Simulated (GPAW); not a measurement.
## Conductance along a series: a Li chain with one bond drawn out

Aim: how the conductance and the thermopower change along a series of junctions, a Li chain with one bond drawn out.

Calculated with GPAW 26.7.0; GPAW LCAO, PAW setups; Landauer transmission from Green's functions with principal layers (ASE), zero bias.

### Step 1. The starting structure

The cell holds 10 atoms: 10 Li. Cell: a = 9.000 Å, b = 9.000 Å, c = 29.700 Å, α = 90.0°, β = 90.0°, γ = 90.0°. Regions: left lead, 5 atoms (5 Li); right lead, 5 atoms (5 Li). Vacuum lies along a and b. The structure is stacked along c, and the current runs across the ab planes.

### Step 2. Junction, stretch 0.2 Å

The structure changes from member to member while basis and functional stay, so that the trend is less open to errors of the level than any single value.

Input file run.py:

```python
import json
import numpy as np
from ase import Atoms
from ase.transport.calculators import TransportCalculator
from gpaw import GPAW, FermiDirac
from gpaw.lcao.tools import get_lcao_hamiltonian
from scipy.linalg import eigh

# The junction with lead layers at both ends, along the third cell vector
device = Atoms(
    ['Li', 'Li', 'Li', 'Li', 'Li', 'Li', 'Li', 'Li', 'Li', 'Li'],
    positions=[
        [4.50000, 4.50000, 1.47500],
        [4.50000, 4.50000, 4.42500],
        [4.50000, 4.50000, 7.37500],
        [4.50000, 4.50000, 10.32500],
        [4.50000, 4.50000, 13.27500],
        [4.50000, 4.50000, 16.42500],
        [4.50000, 4.50000, 19.37500],
        [4.50000, 4.50000, 22.32500],
        [4.50000, 4.50000, 25.27500],
        [4.50000, 4.50000, 28.22500]],
    cell=[[9.0, 0.0, 0.0], [0.0, 9.0, 0.0], [0.0, 0.0, 29.7]],
    pbc=True)

# One principal layer of the lead: the first 3 atoms of the device
lead = Atoms(
    ['Li', 'Li', 'Li'],
    positions=[
        [4.50000, 4.50000, 1.47500],
        [4.50000, 4.50000, 4.42500],
        [4.50000, 4.50000, 7.37500]],
    cell=[[9.0, 0.0, 0.0], [0.0, 9.0, 0.0], [0.0, 0.0, 8.85]],
    pbc=True)

settings = dict(mode='lcao', basis='szp(dzp)', xc='PBE', h=0.2,
                occupations=FermiDirac(0.1), maxiter=250,
                mixer=dict(beta=0.1, nmaxold=8, weight=100.0),
                convergence=dict(density=0.0001))
energies = np.arange(-3, 3 + 1e-9, 0.075)
eta = 0.0001
n1, n2 = 1, 1
# k and -k transmit alike, so half of the mesh across the current serves
mesh = [(i, j) for i in range(n1) for j in range(n2) if (i, j) <= (-i % n1, -j % n2)]
weights = np.array([1 if (i, j) == (-i % n1, -j % n2) else 2 for i, j in mesh]) / (n1 * n2)

# [... helper functions left out ...]
fermi_lead = ground_state(lead, (1, 1, 13), 'lead.txt')
fermi_device = ground_state(device, (1, 1, 3), 'device.txt')
# [... loop over the mesh left out, but for ...]
        # Shift the lead onto the potential of the device's first layer
        shift = ((H[:, 0, 0] - H0[:, 0, 0]) / S0[0, 0]).real.mean()
# [...]
kT = 8.617333e-5 * 200
bias = [0.1, 0.2, 0.5, 1.0, 1.5, 2.0]
# [... integrals and printing left out ...]
```

The run is started by

```
$ OMP_NUM_THREADS=1 OPENBLAS_NUM_THREADS=1 python run.py
```

What it wrote:

```text
basis functions: device 40, principal layer 12
Fermi level: lead -2.8434 eV, device -2.8389 eV; lead shifted by -0.0004 eV
largest coupling past the next layer 1.26e-08 eV, largest misfit of the first layer 0.003 eV
  E-E_F (eV)   T (one spin)  [channel counts left out]
    -3.000    4.9053e-19
    -2.925    4.7117e-19
    -2.850    4.5140e-19
    -2.775    4.3127e-19
    -2.700    4.1083e-19
    -2.625    3.9013e-19
    -2.550    3.6922e-19
    -2.475    3.4818e-19
    -2.400    3.2706e-19
    -2.325    3.0595e-19
    -2.250    2.8492e-19
    -2.175    2.6405e-19
    -2.100    2.4344e-19
    -2.025    2.2316e-19
    -1.950    2.0330e-19
    -1.875    1.8395e-19
[...]
2.475    3.3444e-09
     2.550    1.0350e-09
     2.625    4.2249e-10
     2.700    2.0551e-10
     2.775    1.1313e-10
     2.850    6.8406e-11
     2.925    4.4586e-11
     3.000    3.0944e-11
conductance at 200 K: 0.99442 G0 a cell; thermopower -0.01261 uV/K
current from the zero-bias T(E) at 0.1 V: 7.7046 uA
current from the zero-bias T(E) at 0.2 V: 15.409 uA
current from the zero-bias T(E) at 0.5 V: 38.51 uA
current from the zero-bias T(E) at 1.0 V: 76.926 uA
current from the zero-bias T(E) at 1.5 V: 113.61 uA
current from the zero-bias T(E) at 2.0 V: 133.72 uA
```

Wall time 20 s (1 thread of Arm Neoverse V1, shared host); peak memory 0.87 GiB.

This step gave:

```
conductance                                    : 0.9944 G₀
largest coupling past the next principal layer : 1.26e-8 eV
largest misfit of the first principal layer    : 0.002503 eV
shift that aligns the lead                     : -3.86e-4 eV
basis functions of the junction                : 40
basis functions of a principal layer           : 12
transmission at the Fermi level (one spin)     : 0.9945
```

One spin. Transmission, zone mean against energy, zero at the Fermi level:

| energy (eV) | transmission, zone mean |
| --- | --- |
| -3.00 | 0 |
| -2.77 | 0 |
| -2.55 | 0 |
| -2.40 | 0 |
| -2.17 | 0 |
| -1.95 | 0 |
| -1.73 | 0 |
| -1.57 | 0 |
| -1.35 | 0 |
| -1.12 | 0 |
| -0.90 | 0 |
| -0.75 | 0.713 |
| -0.53 | 0.983 |
| -0.30 | 0.991 |
| -0.07 | 0.994 |
| 0.00 | 0.994 |
| 0.07 | 0.995 |
| 0.30 | 0.994 |
| 0.53 | 0.995 |
| 0.75 | 0.996 |
| 0.90 | 0.996 |
| 1.12 | 0.996 |
| 1.35 | 0.996 |
| 1.57 | 0.996 |
| 1.73 | 0.995 |
| 1.95 | 0.994 |
| 2.17 | 0.985 |
| 2.40 | 1.8e-8 |
| 2.55 | 1.0e-9 |
| 2.77 | 1.1e-10 |
| 3.00 | 3.1e-11 |

Not self-consistent under bias; the bias window is split evenly. The current through one cell, from the zero-bias transmission by bias:

| bias (V) | current through one cell, from the zero-bias transmission (μA) |
| --- | --- |
| 0.100 | 7.70 |
| 0.200 | 15.4 |
| 0.500 | 38.5 |
| 1.000 | 76.9 |
| 1.500 | 114 |
| 2.000 | 134 |

Table of transmission of the three most open eigenchannels by energy, zero at the Fermi level:

| energy (eV) | channel 1 | channel 2 = channel 3 |
| --- | --- | --- |
| -0.9750 | 0 | 0 |
| -0.7500 | 0.713 | 0 |
| -0.5250 | 0.983 | 0 |
| -0.2250 | 0.993 | 0 |
| 0.0000 | 0.994 | 0 |
| 0.2250 | 0.994 | 0 |
| 0.5250 | 0.995 | 0 |
| 0.7500 | 0.996 | 0 |
| 0.9750 | 0.996 | 0 |
| 1.2750 | 0.996 | 0 |
| 1.5000 | 0.996 | 0 |
| 1.7250 | 0.995 | 0 |
| 2.0250 | 0.992 | 0 |
| 2.2500 | 0.962 | 0 |
| 2.4750 | 3.3e-9 | 0 |

Couplings past the next layer reach 1.3e-8 eV, small enough to drop; the matrix elements of the cell's first layer differ from the bulk lead's by up to 0.0025 eV. That layer keeps its own values in the calculation, and only beyond it is the lead taken as perfect. The Fermi levels of lead and junction count from different zeros of potential, one for each periodic cell; with both set to zero, the small remaining shift is what aligns them. By hand: G = 0.9944 × 77.48 μS = 77.0 μS, a resistance of 13.0 kΩ; at 0.1 V a linear junction would pass 7.70 μA, and the integral over the bias window gives 7.70 μA.

### Step 3. Member of the series: stretch = 0.5

The cell differs from the one that the last finished run ended in (c 29.700 → 30.000 Å).

run.py, as its differences from that of step 2:

```diff
@@ -17,8 +17,8 @@
         [4.50000, 4.50000, 13.27500],
-        [4.50000, 4.50000, 16.42500],
-        [4.50000, 4.50000, 19.37500],
-        [4.50000, 4.50000, 22.32500],
-        [4.50000, 4.50000, 25.27500],
-        [4.50000, 4.50000, 28.22500]],
-    cell=[[9.0, 0.0, 0.0], [0.0, 9.0, 0.0], [0.0, 0.0, 29.7]],
+        [4.50000, 4.50000, 16.72500],
+        [4.50000, 4.50000, 19.67500],
+        [4.50000, 4.50000, 22.62500],
+        [4.50000, 4.50000, 25.57500],
+        [4.50000, 4.50000, 28.52500]],
+    cell=[[9.0, 0.0, 0.0], [0.0, 9.0, 0.0], [0.0, 0.0, 30.0]],
     pbc=True)
```

What it wrote:

```text
basis functions: device 40, principal layer 12
Fermi level: lead -2.8434 eV, device -2.8287 eV; lead shifted by -0.0009 eV
largest coupling past the next layer 1.26e-08 eV, largest misfit of the first layer 0.006 eV
  E-E_F (eV)   T (one spin)  [channel counts left out]
    -3.000    2.8632e-19
    -2.925    2.7360e-19
    -2.850    2.6071e-19
    -2.775    2.4766e-19
    -2.700    2.3449e-19
    -2.625    2.2125e-19
    -2.550    2.0797e-19
    -2.475    1.9470e-19
    -2.400    1.8148e-19
    -2.325    1.6837e-19
    -2.250    1.5541e-19
    -2.175    1.4267e-19
    -2.100    1.3018e-19
    -2.025    1.1801e-19
    -1.950    1.0620e-19
    -1.875    9.4788e-20
[...]
2.475    5.4728e-09
     2.550    1.5936e-09
     2.625    6.3094e-10
     2.700    3.0233e-10
     2.775    1.6554e-10
     2.850    1.0024e-10
     2.925    6.5806e-11
     3.000    4.6232e-11
conductance at 200 K: 0.97267 G0 a cell; thermopower -5.077e-05 uV/K
current from the zero-bias T(E) at 0.1 V: 7.5355 uA
current from the zero-bias T(E) at 0.2 V: 15.067 uA
current from the zero-bias T(E) at 0.5 V: 37.597 uA
current from the zero-bias T(E) at 1.0 V: 74.694 uA
current from the zero-bias T(E) at 1.5 V: 108.36 uA
current from the zero-bias T(E) at 2.0 V: 127.69 uA
```

Elapsed: 35 s, on 1 thread; peak memory 0.86 GiB.

This step gave:

* conductance: 0.9727 G₀
* largest misfit of the first principal layer: 0.006335 eV
* shift that aligns the lead: -8.72e-4 eV
* transmission at the Fermi level (one spin): 0.9729

One spin. The transmission, zone mean by energy, zero at the Fermi level:

| energy (eV) | transmission, zone mean |
| --- | --- |
| -3.00 | 0 |
| -2.77 | 0 |
| -2.55 | 0 |
| -2.40 | 0 |
| -2.17 | 0 |
| -1.95 | 0 |
| -1.73 | 0 |
| -1.57 | 0 |
| -1.35 | 0 |
| -1.12 | 0 |
| -0.90 | 0 |
| -0.75 | 0.352 |
| -0.53 | 0.919 |
| -0.30 | 0.959 |
| -0.07 | 0.972 |
| 0.00 | 0.973 |
| 0.07 | 0.972 |
| 0.30 | 0.968 |
| 0.53 | 0.969 |
| 0.75 | 0.973 |
| 0.90 | 0.975 |
| 1.05 | 0.975 |
| 1.12 | 0.975 |
| 1.35 | 0.972 |
| 1.57 | 0.967 |
| 1.73 | 0.961 |
| 1.95 | 0.945 |
| 2.17 | 0.874 |
| 2.40 | 3.5e-8 |
| 2.55 | 1.6e-9 |
| 2.77 | 1.7e-10 |
| 3.00 | 4.6e-11 |

Not self-consistent under bias; the bias window is split evenly. Current through one cell, from the zero-bias transmission against bias:

| bias (V) | current through one cell, from the zero-bias transmission (μA) |
| --- | --- |
| 0.100 | 7.54 |
| 0.200 | 15.1 |
| 0.500 | 37.6 |
| 1.000 | 74.7 |
| 1.500 | 108 |
| 2.000 | 128 |

Transmission of the three most open eigenchannels against energy, zero at the Fermi level:

| energy (eV) | channel 1 | channel 2 = channel 3 |
| --- | --- | --- |
| -0.9750 | 0 | 0 |
| -0.7500 | 0.352 | 0 |
| -0.5250 | 0.919 | 0 |
| -0.2250 | 0.966 | 0 |
| 0.0000 | 0.973 | 0 |
| 0.2250 | 0.969 | 0 |
| 0.5250 | 0.969 | 0 |
| 0.7500 | 0.973 | 0 |
| 0.9750 | 0.975 | 0 |
| 1.2750 | 0.974 | 0 |
| 1.5000 | 0.969 | 0 |
| 1.7250 | 0.961 | 0 |
| 2.0250 | 0.934 | 0 |
| 2.2500 | 0.712 | 0 |
| 2.4750 | 5.5e-9 | 0 |

The conductance, 0.973 G₀, lies 2.2 % below that of the member before.

### Step 4. Junction: stretch = 0.8

The cell differs from the one that the last finished run ended in (c 30.000 → 30.300 Å).

run.py, as its differences from that of step 3:

```diff
@@ -17,8 +17,8 @@
         [4.50000, 4.50000, 13.27500],
-        [4.50000, 4.50000, 16.72500],
-        [4.50000, 4.50000, 19.67500],
-        [4.50000, 4.50000, 22.62500],
-        [4.50000, 4.50000, 25.57500],
-        [4.50000, 4.50000, 28.52500]],
-    cell=[[9.0, 0.0, 0.0], [0.0, 9.0, 0.0], [0.0, 0.0, 30.0]],
+        [4.50000, 4.50000, 17.02500],
+        [4.50000, 4.50000, 19.97500],
+        [4.50000, 4.50000, 22.92500],
+        [4.50000, 4.50000, 25.87500],
+        [4.50000, 4.50000, 28.82500]],
+    cell=[[9.0, 0.0, 0.0], [0.0, 9.0, 0.0], [0.0, 0.0, 30.3]],
     pbc=True)
```

What it wrote:

```text
basis functions: device 40, principal layer 12
Fermi level: lead -2.8434 eV, device -2.8155 eV; lead shifted by -0.0015 eV
largest coupling past the next layer 1.26e-08 eV, largest misfit of the first layer 0.011 eV
  E-E_F (eV)   T (one spin)  [channel counts left out]
    -3.000    1.5907e-19
    -2.925    1.5095e-19
    -2.850    1.4278e-19
[...]
2.925    1.0438e-10
     3.000    7.4814e-11
conductance at 200 K: 0.9278 G0 a cell; thermopower 0.06775 uV/K
current from the zero-bias T(E) at 0.1 V: 7.1866 uA
current from the zero-bias T(E) at 0.2 V: 14.362 uA
current from the zero-bias T(E) at 0.5 V: 35.715 uA
current from the zero-bias T(E) at 1.0 V: 70.207 uA
current from the zero-bias T(E) at 1.5 V: 100.22 uA
current from the zero-bias T(E) at 2.0 V: 118.33 uA
```

Wall time 32 s (1 thread); peak memory 0.88 GiB.

One spin. Transmission, zone mean against energy, zero at the Fermi level:

energy (eV), transmission, zone mean and a bar:
```
    -3.00      0.000 
    -2.77      0.000 
    -2.55      0.000 
    -2.40      0.000 
    -2.17      0.000 
    -1.95      0.000 
    -1.73      0.000 
    -1.57      0.000 
    -1.35      0.000 
    -1.12      0.000 
    -0.90      0.000 
    -0.75      0.209 #######
    -0.53      0.814 ##########################
    -0.30      0.897 #############################
    -0.07      0.928 ##############################
     0.00      0.928 ##############################
     0.07      0.926 ##############################
     0.30      0.912 #############################
     0.53      0.909 #############################
     0.75      0.916 ##############################
     0.90      0.920 ##############################
     1.12      0.919 ##############################
     1.35      0.910 #############################
     1.57      0.893 #############################
     1.73      0.876 ############################
     1.95      0.832 ###########################
     2.17      0.673 ######################
     2.40      0.000 
     2.55      0.000 
     2.77      0.000 
     3.00      0.000
```

The conductance, 0.928 G₀, lies 4.6 % below that of the member before.

### Step 5. Member of the series: stretch = 1.2

The cell differs from the one that the last finished run ended in (c 30.300 → 30.700 Å).

run.py, as its differences from that of step 4:

```diff
@@ -17,8 +17,8 @@
         [4.50000, 4.50000, 13.27500],
-        [4.50000, 4.50000, 17.02500],
-        [4.50000, 4.50000, 19.97500],
-        [4.50000, 4.50000, 22.92500],
-        [4.50000, 4.50000, 25.87500],
-        [4.50000, 4.50000, 28.82500]],
-    cell=[[9.0, 0.0, 0.0], [0.0, 9.0, 0.0], [0.0, 0.0, 30.3]],
+        [4.50000, 4.50000, 17.42500],
+        [4.50000, 4.50000, 20.37500],
+        [4.50000, 4.50000, 23.32500],
+        [4.50000, 4.50000, 26.27500],
+        [4.50000, 4.50000, 29.22500]],
+    cell=[[9.0, 0.0, 0.0], [0.0, 9.0, 0.0], [0.0, 0.0, 30.7]],
     pbc=True)
```

What it wrote:

```text
basis functions: device 40, principal layer 12
Fermi level: lead -2.8434 eV, device -2.7957 eV; lead shifted by -0.0022 eV
largest coupling past the next layer 1.26e-08 eV, largest misfit of the first layer 0.016 eV
  E-E_F (eV)   T (one spin)  [channel counts left out]
    -3.000    6.6902e-20
    -2.925    6.2697e-20
    -2.850    5.8517e-20
[...]
2.925    2.1522e-10
     3.000    1.6700e-10
conductance at 200 K: 0.82937 G0 a cell; thermopower 0.3203 uV/K
current from the zero-bias T(E) at 0.1 V: 6.4216 uA
current from the zero-bias T(E) at 0.2 V: 12.819 uA
current from the zero-bias T(E) at 0.5 V: 31.646 uA
current from the zero-bias T(E) at 1.0 V: 60.878 uA
current from the zero-bias T(E) at 1.5 V: 85.01 uA
current from the zero-bias T(E) at 2.0 V: 100.5 uA
```

It took 20 s on 1 thread; peak memory 0.88 GiB.

The conductance, 0.829 G₀, lies 11 % below that of the member before.

### Step 6. Junction: stretch = 1.6

The cell differs from the one that the last finished run ended in (c 30.700 → 31.100 Å).

run.py, as its differences from that of step 5:

```diff
@@ -17,8 +17,8 @@
         [4.50000, 4.50000, 13.27500],
-        [4.50000, 4.50000, 17.42500],
-        [4.50000, 4.50000, 20.37500],
-        [4.50000, 4.50000, 23.32500],
-        [4.50000, 4.50000, 26.27500],
-        [4.50000, 4.50000, 29.22500]],
-    cell=[[9.0, 0.0, 0.0], [0.0, 9.0, 0.0], [0.0, 0.0, 30.7]],
+        [4.50000, 4.50000, 17.82500],
+        [4.50000, 4.50000, 20.77500],
+        [4.50000, 4.50000, 23.72500],
+        [4.50000, 4.50000, 26.67500],
+        [4.50000, 4.50000, 29.62500]],
+    cell=[[9.0, 0.0, 0.0], [0.0, 9.0, 0.0], [0.0, 0.0, 31.1]],
     pbc=True)
```

What it wrote:

```text
basis functions: device 40, principal layer 12
Fermi level: lead -2.8434 eV, device -2.7754 eV; lead shifted by -0.0029 eV
largest coupling past the next layer 1.26e-08 eV, largest misfit of the first layer 0.022 eV
  E-E_F (eV)   T (one spin)  [channel counts left out]
    -3.000    2.5173e-20
    -2.925    2.3184e-20
    -2.850    2.1237e-20
[...]
2.925    5.9678e-10
     3.000    6.4987e-10
conductance at 200 K: 0.69012 G0 a cell; thermopower 0.6401 uV/K
current from the zero-bias T(E) at 0.1 V: 5.3402 uA
current from the zero-bias T(E) at 0.2 V: 10.643 uA
current from the zero-bias T(E) at 0.5 V: 25.993 uA
current from the zero-bias T(E) at 1.0 V: 48.605 uA
current from the zero-bias T(E) at 1.5 V: 66.424 uA
current from the zero-bias T(E) at 2.0 V: 78.492 uA
```

Wall time 32 s (1 thread); peak memory 0.89 GiB.

The conductance, 0.690 G₀, lies 17 % below that of the member before.

### Step 7. Member of the series: stretch = 2.0

The cell differs from the one that the last finished run ended in (c 31.100 → 31.500 Å).

run.py, as its differences from that of step 6:

```diff
@@ -17,8 +17,8 @@
         [4.50000, 4.50000, 13.27500],
-        [4.50000, 4.50000, 17.82500],
-        [4.50000, 4.50000, 20.77500],
-        [4.50000, 4.50000, 23.72500],
-        [4.50000, 4.50000, 26.67500],
-        [4.50000, 4.50000, 29.62500]],
-    cell=[[9.0, 0.0, 0.0], [0.0, 9.0, 0.0], [0.0, 0.0, 31.1]],
+        [4.50000, 4.50000, 18.22500],
+        [4.50000, 4.50000, 21.17500],
+        [4.50000, 4.50000, 24.12500],
+        [4.50000, 4.50000, 27.07500],
+        [4.50000, 4.50000, 30.02500]],
+    cell=[[9.0, 0.0, 0.0], [0.0, 9.0, 0.0], [0.0, 0.0, 31.5]],
     pbc=True)
```

What it wrote:

```text
basis functions: device 40, principal layer 12
Fermi level: lead -2.8434 eV, device -2.7566 eV; lead shifted by -0.0035 eV
largest coupling past the next layer 1.26e-08 eV, largest misfit of the first layer 0.026 eV
  E-E_F (eV)   T (one spin)  [channel counts left out]
    -3.000    7.9229e-21
    -2.925    7.1026e-21
    -2.850    6.3158e-21
[...]
2.925    6.8379e-09
     3.000    3.3189e-08
conductance at 200 K: 0.52214 G0 a cell; thermopower 1.064 uV/K
current from the zero-bias T(E) at 0.1 V: 4.0375 uA
current from the zero-bias T(E) at 0.2 V: 8.0315 uA
current from the zero-bias T(E) at 0.5 V: 19.37 uA
current from the zero-bias T(E) at 1.0 V: 35.109 uA
current from the zero-bias T(E) at 1.5 V: 47.002 uA
current from the zero-bias T(E) at 2.0 V: 55.415 uA
```

The job ended after 28 s (1 thread; peak memory 0.89 GiB).

One spin. Table of transmission, zone mean by energy, zero at the Fermi level:

energy (eV), transmission, zone mean and a bar:
```
    -3.00      0.000 
    -2.77      0.000 
    -2.55      0.000 
    -2.40      0.000 
    -2.17      0.000 
    -1.95      0.000 
    -1.73      0.000 
    -1.57      0.000 
    -1.35      0.000 
    -1.12      0.000 
    -0.90      0.000 
    -0.75      0.041 ##
    -0.53      0.276 ################
    -0.30      0.430 ########################
    -0.07      0.527 ##############################
     0.00      0.524 ##############################
     0.07      0.509 #############################
     0.30      0.447 #########################
     0.53      0.423 ########################
     0.75      0.429 ########################
     0.90      0.432 #########################
     1.12      0.420 ########################
     1.35      0.390 ######################
     1.57      0.349 ####################
     1.73      0.318 ##################
     1.95      0.256 ###############
     2.17      0.139 ########
     2.40      0.000 
     2.55      0.000 
     2.77      0.000 
     3.00      0.000
```

The conductance, 0.522 G₀, lies 24 % below that of the member before.

[end of part 1 of 2]

[Logs are printed without paths, hosts, clocks, repeated set-up lines and the standing remarks that a program may print on its own settings, such as how far it seeks lower states.]

[Hosts, paths, dates, database ids (printed as entryN), source tags and the programs' standing remarks are cut or masked in the printed files.]
